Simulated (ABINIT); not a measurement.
# BaTiO3 (P4mm): G0W0 with ABINIT, start to end, part 3 of 3

How does a plane-wave GW calculation on BaTiO3 (P4mm) run from the first input to the gap?

ABINIT 10.8.3; PBE and many-body steps on it, plane waves. Known limits of the many-body steps: not at the basis limit; no spin-orbit coupling; coarse k mesh.

So far. Step 3 (Bands along the symmetry lines): The gap is 1.851 eV, as in the run before at this level. Step 4 (Empty states on the mesh, 4×4×4 mesh, 60 bands): On this mesh the gap is 1.851 eV.

**5. Screening, 4×4×4 mesh, 56 bands, screening to 87.1 eV**

The RPA dielectric matrix is built and inverted for each q.

This step: RPA screening on PBE, plane waves, norm-conserving pseudopotentials.

File run.abi:

```
acell 3*1.0 Angstrom
rprim 
  3.990480000000 0.000000000000 0.000000000000
  0.000000000000 3.990480000000 0.000000000000
  0.000000000000 0.000000000000 4.023030000000
ntypat 3
znucl 56 22 8
natom 5
typat 1 2 3 3 3
xred 
  0.000000000000 0.000000000000 0.000000000000
  0.500000000000 0.500000000000 0.522000000000
  0.500000000000 0.500000000000 0.979000000000
  0.500000000000 0.000000000000 0.488000000000
  0.000000000000 0.500000000000 0.488000000000
pp_dirpath "pseudos"
pseudos "Ba.upf, Ti.upf, O.upf"
ecut 38
ngkpt 4 4 4
nshiftk 1
shiftk 0 0 0
kptopt 1
chksymbreak 0
istwfk *1
occopt 1
irdwfk 1
optdriver 3
nband 56
ecuteps 3.2
inclvkb 2
awtr 1
symchi 1
indata_prefix "in"
outdata_prefix "out"
tmpdata_prefix "tmp"
```

On the command line:

```
OMP_NUM_THREADS=1 mpirun -n 4 abinit run.abi > log
```

Numbers of over 12 decimals in the logs are rounded to 6 here.

What it wrote:

```text
.Version 10.8.3 of ABINIT. v10.8.2 released Aug 2026.

 Symmetries : space group P4 m m (# 99); Bravais tP (primitive tetrag.)
[... echo of the input left out ...]
== DATASET  1 ==================================================================
-   mpi_nproc: 4, omp_nthreads: 1 (-1 if OMP is not activated)

--- !DatasetInfo
iteration_state: {dtset: 1, }
dimensions: {natom: 5, nkpt: 18, mband: 56, nsppol: 1, nspinor: 1, nspden: 1, mpw: 4868, }
cutoff_energies: {ecut:  38.0, pawecutdg:  -1.0, }
electrons: {nelect:   4.00000000E+01, charge:   0.00000000E+00, occopt:   1.00000000E+00, tsmear:   1.00000000E-02, }

 SCREENING: Calculation of the susceptibility and dielectric matrices

 Based on a program developped by R.W. Godby, V. Olevano, G. Onida, and L. Reining.
 Incorporated in ABINIT by V. Olevano, G.-M. Rignanese, and M. Torrent.
.Using double precision arithmetic ; gwpc =  8

[... cell and pseudopotentials left out ...]
--------------------------------------------------------------------------------

 ==== K-mesh for the wavefunctions ====
 Number of points in the irreducible wedge :    18
[... list of points left out ...]
 Together with  8 symmetry operations and time-reversal symmetry
 yields    64 points in the full Brillouin Zone.

 ==== Q-mesh for the screening function ====
 Number of points in the irreducible wedge :    18
[... list of points left out ...]
 Together with  8 symmetry operations and time-reversal symmetry
 yields    64 points in the full Brillouin Zone.

 setmesh: FFT mesh size selected  =    27x   27x   27
          total number of points  =        19683

 vcoul_init : cutoff-mode = AUXILIARY_FUNCTION
 q-points for optical limit:   1
     1)      0.000010    0.000020    0.000030

- screening: taking advantage of time-reversal symmetry
- Maximum band index for partially occupied states nbvw = 20
- Remaining bands to be divided among processors   nbcw = 36
- Number of bands treated by each node ~9

 Number of electrons calculated from density =   40.0000; Expected =   40.0000
 average of density, n =  0.092525
 r_s =    1.3716
 omega_plasma =   29.3417 [eV]

 calculating chi0 at frequencies [eV] :
  1    0.000000E+00    0.000000E+00
  2    0.000000E+00    2.934172E+01

--------------------------------------------------------------------------------
  q-point number  1        q = ( 0.000000, 0.000000, 0.000000) [r.l.u.]
--------------------------------------------------------------------------------
[... chi0 elements left out ...]
 For q-point:  0.000010 0.000020 0.000030
  dielectric constant =   5.8517
  dielectric constant without local fields =   6.3757

  Average fulfillment of the sum rule on Im[epsilon] for q-point    1 :     38.30  [%]
[... wings left out ...]
  q-point number  2        q = ( 0.250000, 0.000000, 0.000000) [r.l.u.]
--------------------------------------------------------------------------------
[... chi0 elements left out ...]
  Average fulfillment of the sum rule on Im[epsilon] for q-point    2 :     58.28  [%]

 [... 16 further q-points ...]
```

Wall time 39 s (4 MPI ranks of Intel Xeon 6975P-C (Granite Rapids), shared host); peak memory 1.2 GiB; 2.6 min of CPU time.

Numbers from this step:

- ε∞ with local fields, on this mesh, along the program's q direction: 5.852
- the same without local fields: 6.376
- plasma frequency: 29.34 eV
- plane waves in the screening matrix: 123

Local fields lower ε∞ by 8 %. On a Γ-centred mesh this coarse the value itself is usually too large, while a short band sum pulls it down.

**6. Self-energy, 4×4×4 mesh, 56 bands, screening to 87.1 eV**

The self-energy is evaluated for the states that the input lists, and the levels follow from it, in one-shot runs by the linearised quasiparticle equation.

This step: G0W0 on PBE, plane waves, norm-conserving pseudopotentials.

Changes to run.abi since step 5:

```diff
@@ -26,8 +26,17 @@
 irdwfk 1
-optdriver 3
+optdriver 4
 nband 56
+gwcalctyp 0
+ecutsigx 38
+symsigma 1
+nkptgw 2
+kptgw 
+  0.5000000000 0.5000000000 0.5000000000
+  0.0000000000 0.0000000000 0.0000000000
+bdgw 
+  18 23
+  19 23
 ecuteps 3.2
-inclvkb 2
-awtr 1
-symchi 1
+irdscr 1
+ppmodel 1
 indata_prefix "in"
```

What it wrote:

```text
.Version 10.8.3 of ABINIT. v10.8.2 released Aug 2026.

 Symmetries : space group P4 m m (# 99); Bravais tP (primitive tetrag.)
[... echo of the input left out ...]
== DATASET  1 ==================================================================
-   mpi_nproc: 4, omp_nthreads: 1 (-1 if OMP is not activated)

--- !DatasetInfo
iteration_state: {dtset: 1, }
dimensions: {natom: 5, nkpt: 18, mband: 56, nsppol: 1, nspinor: 1, nspden: 1, mpw: 4868, }
cutoff_energies: {ecut:  38.0, pawecutdg:  -1.0, }
electrons: {nelect:   4.00000000E+01, charge:   0.00000000E+00, occopt:   1.00000000E+00, tsmear:   1.00000000E-02, }

 SIGMA: Calculation of the GW corrections

 Based on a program developped by R.W. Godby, V. Olevano, G. Onida, and L. Reining.
 Incorporated in ABINIT by V. Olevano, G.-M. Rignanese, and M. Torrent.
.Using double precision arithmetic ; gwpc =  8

[... cell and pseudopotentials left out ...]
--------------------------------------------------------------------------------

 ==== K-mesh for the wavefunctions ====
 Number of points in the irreducible wedge :    18
[... list of points left out ...]
 Together with  8 symmetry operations and time-reversal symmetry
 yields    64 points in the full Brillouin Zone.

 ==== Q-mesh for screening function ====
 Number of points in the irreducible wedge :    18
[... list of points left out ...]
 Together with  8 symmetry operations and time-reversal symmetry
 yields    64 points in the full Brillouin Zone.

 vcoul_init : cutoff-mode = AUXILIARY_FUNCTION
 q-points for optical limit:   1
     1)      0.000010    0.000020    0.000030
 setmesh: FFT mesh size selected  =    45x   45x   45
          total number of points  =        91125

 Number of electrons calculated from density =   40.0000; Expected =   40.0000
 average of density, n =  0.092525
 r_s =    1.3716
 omega_plasma =   29.3417 [eV]

 === KS Band Gaps ===
  >>>> For spin  1
   Minimum direct gap =   2.2217 [eV], located at k-point      :   0.0000  0.0000  0.0000
   Fundamental gap    =   1.8512 [eV], Top of valence bands at :   0.5000  0.5000  0.5000
                                       Bottom of conduction at :   0.0000  0.0000  0.0000
 SIGMA fundamental parameters:
 PLASMON POLE MODEL  1
 number of plane-waves for SigmaX                 4865
 number of plane-waves for SigmaC and W            123
 number of plane-waves for wavefunctions          4865
 number of bands                                    56
 number of independent spin polarizations            1
 number of spinorial components                      1
 number of k-points in IBZ                          18
 number of q-points in IBZ                          18
 number of symmetry operations                       8
 number of k-points in BZ                           64
 number of q-points in BZ                           64
 number of frequencies for dSigma/dE                 9
 frequency step for dSigma/dE [eV]                0.25
 number of omega for Sigma on real axis              0
 max omega for Sigma on real axis  [eV]           0.00
 zcut for avoiding poles [eV]                     0.10

 EPSILON^-1 parameters (SCR file):
 dimension of the eps^-1 matrix on file            123
 dimension of the eps^-1 matrix used               123
 number of plane-waves for wavefunctions          4865
 number of bands                                    56
 number of q-points in IBZ                          18
 number of frequencies                               2
 number of real frequencies                          1
 number of imag frequencies                          1

 matrix elements of self-energy operator (all in [eV])

 Perturbative Calculation

--- !SelfEnergy_ee
iteration_state: {dtset: 1, }
kpoint     : [   0.500,    0.500,    0.500, ]
spin       : 1
KS_gap     :    4.248
QP_gap     :    6.110
Delta_QP_KS:    1.863
data: !SigmaeeData |
     Band     E0 <VxcDFT>   SigX SigC(E0)      Z dSigC/dE  Sig(E)    E-E0       E
       18   6.542 -19.963 -24.993   5.398   0.764  -0.310 -19.682   0.281   6.823
       19   6.542 -19.963 -24.993   5.398   0.764  -0.310 -19.682   0.281   6.823
       20   6.718 -20.008 -25.051   5.449   0.762  -0.312 -19.698   0.309   7.027
       21  10.965 -21.853 -13.090  -5.813   0.736  -0.358 -19.681   2.172  13.137
       22  10.977 -21.854 -13.211  -5.649   0.740  -0.351 -19.637   2.217  13.194
       23  10.977 -21.854 -13.211  -5.649   0.740  -0.351 -19.637   2.217  13.194

--- !SelfEnergy_ee
iteration_state: {dtset: 1, }
kpoint     : [   0.000,    0.000,    0.000, ]
spin       : 1
KS_gap     :    2.222
QP_gap     :    3.791
Delta_QP_KS:    1.569
data: !SigmaeeData |
     Band     E0 <VxcDFT>   SigX SigC(E0)      Z dSigC/dE  Sig(E)    E-E0       E
       19   6.347 -20.006 -24.534   4.947   0.768  -0.301 -19.684   0.322   6.669
       20   6.347 -20.006 -24.534   4.947   0.768  -0.301 -19.684   0.322   6.669
       21   8.569 -18.775 -11.365  -4.982   0.779  -0.284 -16.884   1.891  10.460
       22   8.936 -19.060 -12.059  -4.540   0.778  -0.286 -17.146   1.914  10.851
       23   8.936 -19.060 -12.059  -4.540   0.778  -0.286 -17.146   1.914  10.851

== END DATASET(S) ==============================================================
================================================================================

 -outvars: echo values of variables after computation  --------
           etotal      0.0000000000E+00
            nband          56
             nkpt          18
          spgroup          99
 [... the other variables as echoed above ...]

 Calculation completed.
```

Wall time 5.4 s (4 MPI ranks); peak memory 1.1 GiB.

This step gave:

```
G0W0 gap on the points computed              : 3.433 eV
starting gap on the mesh                     : 1.851 eV
k of the valence top                         : 0.5, 0.5, 0.5
k of the conduction bottom                   : 0, 0, 0
Z at the valence top                         : 0.762
Z at the conduction bottom                   : 0.779
least direct G0W0 gap on the computed points : 3.791 eV
```

The gap on the mesh goes from 1.85 eV to 3.43 eV, a correction of +1.58 eV.

Limits: finite bands, cutoff and mesh; no spin-orbit coupling; coarse k mesh. v1 is the top filled band, c1 the lowest empty one. Levels before and after the correction, in eV, zero at the valence-band top of each column:

|  | conduction bottom | valence top |
| --- | --- | --- |
| Kohn-Sham | 1.85 | 0.00 |
| G0W0 | 3.43 | 0.00 |

|  | level | energy (eV) |
| --- | --- | --- |
| Kohn-Sham | (0.5 0.5 0.5) v3-v2 | -0.176 |
| Kohn-Sham | (0.5 0.5 0.5) v1 | 0.000 |
| Kohn-Sham | (0.5 0.5 0.5) c1 | 4.247 |
| Kohn-Sham | (0.5 0.5 0.5) c2-c3 | 4.259 |
| Kohn-Sham | Γ v2-v1 | -0.371 |
| Kohn-Sham | Γ c1 | 1.851 |
| Kohn-Sham | Γ c2-c3 | 2.219 |
| G0W0 | (0.5 0.5 0.5) v3-v2 | -0.204 |
| G0W0 | (0.5 0.5 0.5) v1 | 0.000 |
| G0W0 | (0.5 0.5 0.5) c1 | 6.110 |
| G0W0 | (0.5 0.5 0.5) c2-c3 | 6.167 |
| G0W0 | Γ v2-v1 | -0.358 |
| G0W0 | Γ c1 | 3.433 |
| G0W0 | Γ c2-c3 | 3.824 |

**7. Where the time went**

Times are wall times on 4 MPI ranks of Intel Xeon 6975P-C (Granite Rapids), shared host, good to a factor of about two.

| step | time | share | memory (GiB) |
| --- | --- | --- | --- |
| ground state | 52 s | 28 % | 0.42 |
| bands along the symmetry lines | 62 s | 34 % | 0.46 |
| empty states on the mesh | 26 s | 14 % | 0.39 |
| screening | 39 s | 21 % | 1.2 |
| self-energy | 5.4 s | 3 % | 1.1 |

**8. What came out**

```yaml
pbe_gap: 1.85 eV, indirect
g0w0_gap_on_the_mesh: 3.43 eV
gw_settings: 4×4×4 mesh, 56 bands, screening to 87.1 eV, Godby-Needs plasmon pole
known_limits: not at the basis limit; no spin-orbit coupling; coarse k mesh
```

G0W0 moves the gap on the mesh from 1.85 eV to 3.43 eV (+1.58 eV), with Z of 0.76 and 0.78 at the edges. Local fields lower the RPA ε∞ on this mesh from 6.38 to 5.85; a Γ-centred mesh this coarse tends to raise both, most where the direct gap is narrow, while a short band sum lowers them. Only 2 of the mesh's irreducible points were corrected, so a valley elsewhere could overtake. Bands and cutoff are finite, so the gap is not at the basis limit. The miss can reach some tenths of an eV and take either sign; the mesh is an error of its own. In the G0W0 run levels were corrected at 2 k points alone, so a gap called «on the mesh» is the least over those, and an edge elsewhere would be missed. The 4×4×4 mesh is coarse for this cell, which bears on the long-range parts of exchange and screening. The many-body steps are scalar-relativistic: spin-orbit coupling is not in them.

[Paths, hosts, dates, memory and timing lines, banners, echoed tables and standing remarks are left out of the program output.]

[Logs are printed without paths, hosts, clocks, repeated set-up lines and the standing remarks that a program may print on its own settings, such as how far it seeks lower states.]

[Runs of the session that timed out or met a known fault of the program may be left out.]

[Hosts, paths, dates, database ids (printed as entryN), source tags and the programs' standing remarks are cut or masked in the printed files.]

[G0W0 gaps are taken among the corrected bands and points alone; a level outside them can change the order at an edge.]

[Where Ansatz stands beside ABINIT at settings called matched, ABINIT's density can come from a denser mesh and the files from another edition; pairs whose starting gaps differed by over 0.03 eV were left out, so agreement reads better than it is.]
